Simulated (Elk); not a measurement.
## Al4V: spin-spiral energies

Wanted: E(q) for Al4V and its minimum.

Program: Elk 11.2.3 (patched build). Level of theory: LDA (Perdew-Wang); all-electron APW+lo, Dirac cores, scalar-relativistic bands. Results are calculated unless marked as measured.

### 1. The starting structure

The structure is cubic, space group Im-3m (No. 229). The conventional cell has a = 5.635 Å, b = 5.635 Å, c = 5.635 Å, α = 90.00°, β = 90.00°, γ = 90.00°. V has 8 Al at 2.44 Å nearest. Nearest to Al lie 2 V at 2.44 Å. invented: MnGa4 (Im-3m) with V for Mn, Al for Ga. Farther neighbours are not listed.

The cell is a made-up one and need not be a known phase.

### 2. Run at q = 0

The energies of all spirals count from this run, made with the same spinor basis and mesh so that errors cancel.

The moments start as ferro +, on a cone 30° from z.

Moments are seeded by fields in the spheres (the last three columns under atoms), set against the wanted direction and reduced each loop.

Input file elk.in:

```
tasks
  0
  33
  73

xctype
  3

rgkmax
  7.0

nempty
  12

swidth
  0.002

reducebf
  0.5

epsengy
  1e-06

maxscl
  100

lmaxi
  2

spinsprl
  .true.

spinpol
  .true.

vqlss
  0.000000 0.000000 0.000000

sppath
  './'

avec
  -5.32402178694 5.32402178694 5.32402178694
  5.32402178694 -5.32402178694 5.32402178694
  5.32402178694 5.32402178694 -5.32402178694

atoms
  2
  'V.in'
  1
  0.0000000000 0.0000000000 0.0000000000   -0.022500 0.000000 -0.038971
  'Al.in'
  4
  0.0000000000 0.0000000000 0.5000000000   0.000000 0.000000 0.000000
  0.0000000000 0.5000000000 0.0000000000   0.000000 0.000000 0.000000
  0.5000000000 0.0000000000 0.0000000000   0.000000 0.000000 0.000000
  0.5000000000 0.5000000000 0.5000000000   0.000000 0.000000 0.000000

ngridk
  8 8 8

plot3d
  0 0 0
  1 0 0
  0 1 0
  0 0 1
  25 25 25
```

Launch:

```console
$ OMP_NUM_THREADS=4 elk
```

Numbers of over 12 decimals in the logs are rounded to 6 here.

The log of the run:

```text
Warning(gndstate): core states of species 2 leak from the muffin-tin :   0.5571732117E-03

--- INFO.OUT ---
┌─────────────────────────┐
│ Elk code version 11.2.3 │
└─────────────────────────┘

All units are atomic (Hartree, Bohr, etc.)

┌─────────────────────────────────────────────────┐
│ Ground-state run starting from atomic densities │
└─────────────────────────────────────────────────┘

Lattice vectors :
  -5.324021787       5.324021787       5.324021787
   5.324021787      -5.324021787       5.324021787
   5.324021787       5.324021787      -5.324021787

Reciprocal lattice vectors :
  0.1439739196E-16  0.5900788500      0.5900788500
  0.5900788500      0.1439739196E-16  0.5900788500
  0.5900788500      0.5900788500      0.1439739196E-16

Unit cell volume      :    603.6420195
Brillouin zone volume :   0.4109227082

Muffin-tin inner radius fraction :   0.1000000000E-01

Nuclei treated as point charges

Species : 1 (V)
 parameters loaded from : V.in
 name : vanadium
 nuclear charge    :   -23.00000000
 electronic charge :    23.00000000
 atomic mass :    92860.67382
 muffin-tin radius :    2.379515540
 number of radial points in muffin-tin :    497
 inner part over the whole radius :   0.9945399312E-02
 number on inner part of muffin-tin    :    350
 approximate nuclear radius :   0.6897515165E-04
 number of mesh points to nuclear radius :    164
 atomic positions (lattice), magnetic fields (Cartesian) :
  1 :   0.00000000  0.00000000  0.00000000   -0.02250000  0.00000000 -0.03897100

Species : 2 (Al)
 parameters loaded from : Al.in
 name : aluminium
 nuclear charge    :   -13.00000000
 electronic charge :    13.00000000
 atomic mass :    49184.33496
 muffin-tin radius :    2.181222578
 number of radial points in muffin-tin :    397
 inner part over the whole radius :   0.9659853843E-02
 number on inner part of muffin-tin    :    276
 approximate nuclear radius :   0.5839653600E-04
 number of mesh points to nuclear radius :    122
 atomic positions (lattice), magnetic fields (Cartesian) :
  1 :   0.00000000  0.00000000  0.50000000    0.00000000  0.00000000  0.00000000
  2 :   0.00000000  0.50000000  0.00000000    0.00000000  0.00000000  0.00000000
  3 :   0.50000000  0.00000000  0.00000000    0.00000000  0.00000000  0.00000000
  4 :   0.50000000  0.50000000  0.50000000    0.00000000  0.00000000  0.00000000

Total number of atoms per unit cell :    5
Total muffin-tin volume :    230.3153114
 ratio of muffin-tin to unit cell volume :   0.3815428746

Spin treatment :
 spin-polarised
 global magnetic field (Cartesian) :    0.000000000       0.000000000       0.000000000
 non-collinear magnetisation
 spin-spiral state assumed
  q-vector (lattice)   :    0.000000000       0.000000000       0.000000000
  q-vector (Cartesian) :    0.000000000       0.000000000       0.000000000
  q-vector length      :    0.000000000

Number of Bravais lattice symmetries :   48
Number of crystal symmetries         :   48
Crystal has inversion symmetry
Real symmetric eigensolver will be used

k-point grid :      8     8     8
k-point offset :    0.000000000       0.000000000       0.000000000
k-point set is reduced with full crystal symmetry group
Total number of k-points :       29

Muffin-tin radius times maximum |G+k| :    7.000000000
 using average radius
Maximum |G+k| for APW functions       :    3.151902089
Maximum (1/2)|G+k|²                   :    4.967243389
Maximum |G| for potential and density :    12.00000000
Constant for pseudocharge density :    7
 order of it for each species :   14  14
 order of it for pair densities of each species (exact exchange by exxq0 0: 14) :   11   9
Radial integration step length :    1

G-vector grid sizes :     36    36    36
Number of G-vectors :    17549

Maximum angular momentum used for
 APW functions            :    8
 outer part of muffin-tin :    6
 inner part of muffin-tin :    2

Total nuclear charge    :   -75.00000000
Total core charge       :    26.00000000
Total valence charge    :    49.00000000
Total excess charge     :    0.000000000
Total electronic charge :    75.00000000

Effective Wigner radius, rₛ :    1.243206285

Number of empty states         :     60
Total number of valence states :    170
Total number of core states    :     26

Third-order local-orbitals added for an l without core states : T
Total number of local-orbitals :     58

Exchange-correlation functional :      3     0     0
 Perdew-Wang/Ceperley-Alder, Phys. Rev. B 45, 13244 (1992)
 gradient requirement :    0
 local density approximation (LDA)

Smearing type :    3
 Fermi-Dirac
Smearing width :   0.2000000000E-02
Effective electronic temperature (K) :    631.5500496

Mixing type :    3
 Broyden mixing, J. Phys. A: Math. Gen. 17, L317 (1984)

Kohn-Sham potential initialised from atomic data

┌──────────────────────────────┐
│ Self-consistent loop started │
└──────────────────────────────┘

┌─────────────────┐
│ Loop number : 1 │
└─────────────────┘

Energies :
 Fermi                       :     0.94297751122802E-01
 sum of occupied eigenvalues :     -1076.0773575107
 electron kinetic            :      1931.5110292572
 core electron kinetic       :      1590.9497110859
 Coulomb                     :     -3730.8190747920
 Coulomb potential           :     -2827.6120034864
 nuclear-nuclear             :     -315.56482987331
 electron-nuclear            :     -4011.4453762869
 Hartree                     :      596.19113136817
 Madelung                    :     -2317.0130730488
 xc potential                :     -179.93308964518
 xc effective B-field        :    -0.20812652151788E-01
 external B-field            :      0.000000
 exchange                    :     -109.50034498014
 correlation                 :     -5.909643
 electron entropic           :    -0.20116324351873E-02
 total energy                :     -1914.7200451562
 (external B-field energy excluded from total)

Density of states at Fermi energy :    160.4510256
 (states/Hartree/unit cell)

Estimated indirect band gap :   0.6065638022E-03
 from k-point 10 to k-point 5
Estimated direct band gap   :   0.1698678677E-02
 at k-point 15

Charges :
 core                        :    26.00000000
 valence                     :    49.00000000
 interstitial                :    6.660698254
 muffin-tins (core leakage)
  species : 1 (V)
   atom 1                    :    24.01879022     ( -0.3549484813E-05)
  species : 2 (Al)
   atom 1                    :    11.08012788     (  0.5809134697E-03)
   atom 2                    :    11.08012788     (  0.5809134697E-03)
   atom 3                    :    11.08012788     (  0.5809134697E-03)
   atom 4                    :    11.08012788     (  0.5809134697E-03)
[...]
Madelung                    :     -2315.5343763099
 xc potential                :     -177.07051574572
 xc effective B-field        :    -0.22027811567351E-01
 external B-field            :      0.000000
 exchange                    :     -109.38557748065
 correlation                 :     -5.904711
 electron entropic           :    -0.19773807745343E-02
 total energy                :     -1914.8091185773
 (external B-field energy excluded from total)

Density of states at Fermi energy :    156.2709573
 (states/Hartree/unit cell)

Estimated indirect band gap :   0.4095202113E-03
 from k-point 7 to k-point 1
Estimated direct band gap   :   0.1919232907E-02
 at k-point 8

Charges :
 core                        :    26.00000000
 valence                     :    49.00000000
 interstitial                :    6.771916501
 muffin-tins (core leakage)
  species : 1 (V)
   atom 1                    :    23.82725332     ( -0.3549484394E-05)
  species : 2 (Al)
   atom 1                    :    11.10020754     (  0.5803749338E-03)
   atom 2                    :    11.10020754     (  0.5803749338E-03)
   atom 3                    :    11.10020754     (  0.5803749338E-03)
   atom 4                    :    11.10020754     (  0.5803749338E-03)
 total in muffin-tins        :    68.22808350
 total calculated charge     :    74.99759109
 total charge                :    75.00000000
 error                       :   0.2408914633E-02

Moments :
 interstitial                :  -0.2593553524E-01  0.8704449118E-07 -0.4492130886E-01
 muffin-tins
  species : 1 (V)
   atom 1                    :   0.5731037137      0.1077307620E-07  0.9926413846
  species : 2 (Al)
   atom 1                    :  -0.1520810668E-01  0.5281596644E-08 -0.2634111358E-01
   atom 2                    :  -0.1520810668E-01  0.5281596644E-08 -0.2634111358E-01
   atom 3                    :  -0.1520810668E-01  0.5281596644E-08 -0.2634111358E-01
   atom 4                    :  -0.1520810668E-01  0.5281596644E-08 -0.2634111358E-01
 total in muffin-tins        :   0.5122712870      0.3189946278E-07  0.8872769302
 total moment                :   0.4863357518      0.1189439540E-06  0.8423556214

RMS change in Kohn-Sham potential (target) :   0.2491255546     (  0.1000000000E-05)
Absolute change in total energy (target)   :   0.8907342116E-01 (  0.1000000000E-05)

[... loops 3 to 23 left out ...]

┌──────────────────┐
│ Loop number : 24 │
└──────────────────┘

Energies :
 Fermi                       :     0.188887
 sum of occupied eigenvalues :     -1071.2568231469
 electron kinetic            :      1925.7425600306
 core electron kinetic       :      1591.3410228067
 Coulomb                     :     -3726.4554853671
 Coulomb potential           :     -2845.8730269442
 nuclear-nuclear             :     -315.56482987331
 electron-nuclear            :     -3984.1418032633
 Hartree                     :      573.25114776956
 Madelung                    :     -2303.5189718950
 xc potential                :     -151.11940312716
 xc effective B-field        :    -0.69531036301087E-02
 external B-field            :      0.000000
 exchange                    :     -108.47698658118
 correlation                 :     -5.865030
 electron entropic           :    -0.20786805389868E-02
 total energy                :     -1915.0570205487
 (external B-field energy excluded from total)

Density of states at Fermi energy :    158.9764572
 (states/Hartree/unit cell)

Estimated indirect band gap :   0.3754737132E-03
 from k-point 5 to k-point 15
Estimated direct band gap   :   0.1247700254E-02
 at k-point 15

Charges :
 core                        :    26.00000000
 valence                     :    49.00000000
 interstitial                :    7.924990715
 muffin-tins (core leakage)
  species : 1 (V)
   atom 1                    :    21.96360038     ( -0.3549488863E-05)
  species : 2 (Al)
   atom 1                    :    11.27785223     (  0.5571732110E-03)
   atom 2                    :    11.27785223     (  0.5571732110E-03)
   atom 3                    :    11.27785223     (  0.5571732110E-03)
   atom 4                    :    11.27785223     (  0.5571732110E-03)
 total in muffin-tins        :    67.07500928
 total calculated charge     :    74.99772531
 total charge                :    75.00000000
 error                       :   0.2274692887E-02

Moments :
 interstitial                :   0.1051059404      0.7237706459E-04  0.1820492013
 muffin-tins
  species : 1 (V)
   atom 1                    :   0.3056065500      0.1807804653E-03  0.5293116255
  species : 2 (Al)
   atom 1                    :   0.1089599530E-01  0.7654225095E-05  0.1887166138E-01
   atom 2                    :   0.1089599530E-01  0.7654225095E-05  0.1887166138E-01
   atom 3                    :   0.1089599530E-01  0.7654225095E-05  0.1887166138E-01
   atom 4                    :   0.1089599530E-01  0.7654225095E-05  0.1887166138E-01
 total in muffin-tins        :   0.3491905312      0.2113973657E-03  0.6047982711
 total moment                :   0.4542964716      0.2837744303E-03  0.7868474724

RMS change in Kohn-Sham potential (target) :   0.2637242079E-07 (  0.1000000000E-05)
Absolute change in total energy (target)   :   0.3848388133E-06 (  0.1000000000E-05)

Convergence targets achieved

┌──────────────────┐
│ Loop number : 25 │
└──────────────────┘

Energies :
 Fermi                       :     0.188887
 sum of occupied eigenvalues :     -1071.2568235116
 electron kinetic            :      1925.7425598237
 core electron kinetic       :      1591.3410228022
 Coulomb                     :     -3726.4554852722
 Coulomb potential           :     -2845.8730269317
 nuclear-nuclear             :     -315.56482987331
 electron-nuclear            :     -3984.1418030869
 Hartree                     :      573.25114768807
 Madelung                    :     -2303.5189718063
 xc potential                :     -151.11940329462
 xc effective B-field        :    -0.69531079623837E-02
 external B-field            :      0.000000
 exchange                    :     -108.47698657707
 correlation                 :     -5.865030
 electron entropic           :    -0.20786799755483E-02
 total energy                :     -1915.0570206553
 (external B-field energy excluded from total)

Density of states at Fermi energy :    158.9764141
 (states/Hartree/unit cell)

Estimated indirect band gap :   0.3754765662E-03
 from k-point 5 to k-point 15
Estimated direct band gap   :   0.1247703145E-02
 at k-point 15

Charges :
 core                        :    26.00000000
 valence                     :    49.00000000
 interstitial                :    7.924990715
 muffin-tins (core leakage)
  species : 1 (V)
   atom 1                    :    21.96360038     ( -0.3549489122E-05)
  species : 2 (Al)
   atom 1                    :    11.27785223     (  0.5571732117E-03)
   atom 2                    :    11.27785223     (  0.5571732117E-03)
   atom 3                    :    11.27785223     (  0.5571732117E-03)
   atom 4                    :    11.27785223     (  0.5571732117E-03)
 total in muffin-tins        :    67.07500928
 total calculated charge     :    74.99772531
 total charge                :    75.00000000
 error                       :   0.2274692887E-02

Moments :
 interstitial                :   0.1051060417      0.7542905806E-04  0.1820491679
 muffin-tins
  species : 1 (V)
   atom 1                    :   0.3056069069      0.1896551812E-03  0.5293116299
  species : 2 (Al)
   atom 1                    :   0.1089600501E-01  0.7970603066E-05  0.1887165649E-01
   atom 2                    :   0.1089600501E-01  0.7970603066E-05  0.1887165649E-01
   atom 3                    :   0.1089600501E-01  0.7970603066E-05  0.1887165649E-01
   atom 4                    :   0.1089600501E-01  0.7970603066E-05  0.1887165649E-01
 total in muffin-tins        :   0.3491909269      0.2215375935E-03  0.6047982558
 total moment                :   0.4542969687      0.2969666515E-03  0.7868474237

┌──────────────────────────────┐
│ Self-consistent loop stopped │
└──────────────────────────────┘

Warning : core states of species 2 leak from the muffin-tin :   0.5571732117E-03

Wrote STATE.OUT
```

Run time: 3.1 min. Hardware: 4 threads of Arm Neoverse V1, shared host; peak memory 0.35 GiB.

Spin moment in the muffin-tin sphere by atom:

```csv
atom,x (μB),y (μB),z (μB),size
V1,0.306,0.000,0.529,0.611
Al2,0.011,0.000,0.019,0.022
Al3,0.011,0.000,0.019,0.022
Al4,0.011,0.000,0.019,0.022
Al5,0.011,0.000,0.019,0.022
```

Read from the output:

| Property | Result |
| --- | --- |
| density of states at the Fermi level | 5.842 states/eV/cell |
| moment between the spheres | 0.1051, 0, 0.1820 μB |
| magnetization | 0.4543, 0, 0.7868 μB |
| final state | ferromagnetic |

After 25 cycles the largest moment stands at 0.611 μB.

(Part 1 of 2 ends here.)

[Logs and program files are shortened in this print: banners, set-up blocks, solver, clock and traceback lines can be left out without a mark of their own.]

[Logs are printed without paths, hosts, clocks, repeated set-up lines and the standing remarks that a program may print on its own settings, such as how far it seeks lower states.]

[Hosts, paths, dates, database ids (printed as entryN), source tags and the programs' standing remarks are cut or masked in the printed files.]

[Where a cell is said to come from a database of computed structures, the database is the Materials Project.]
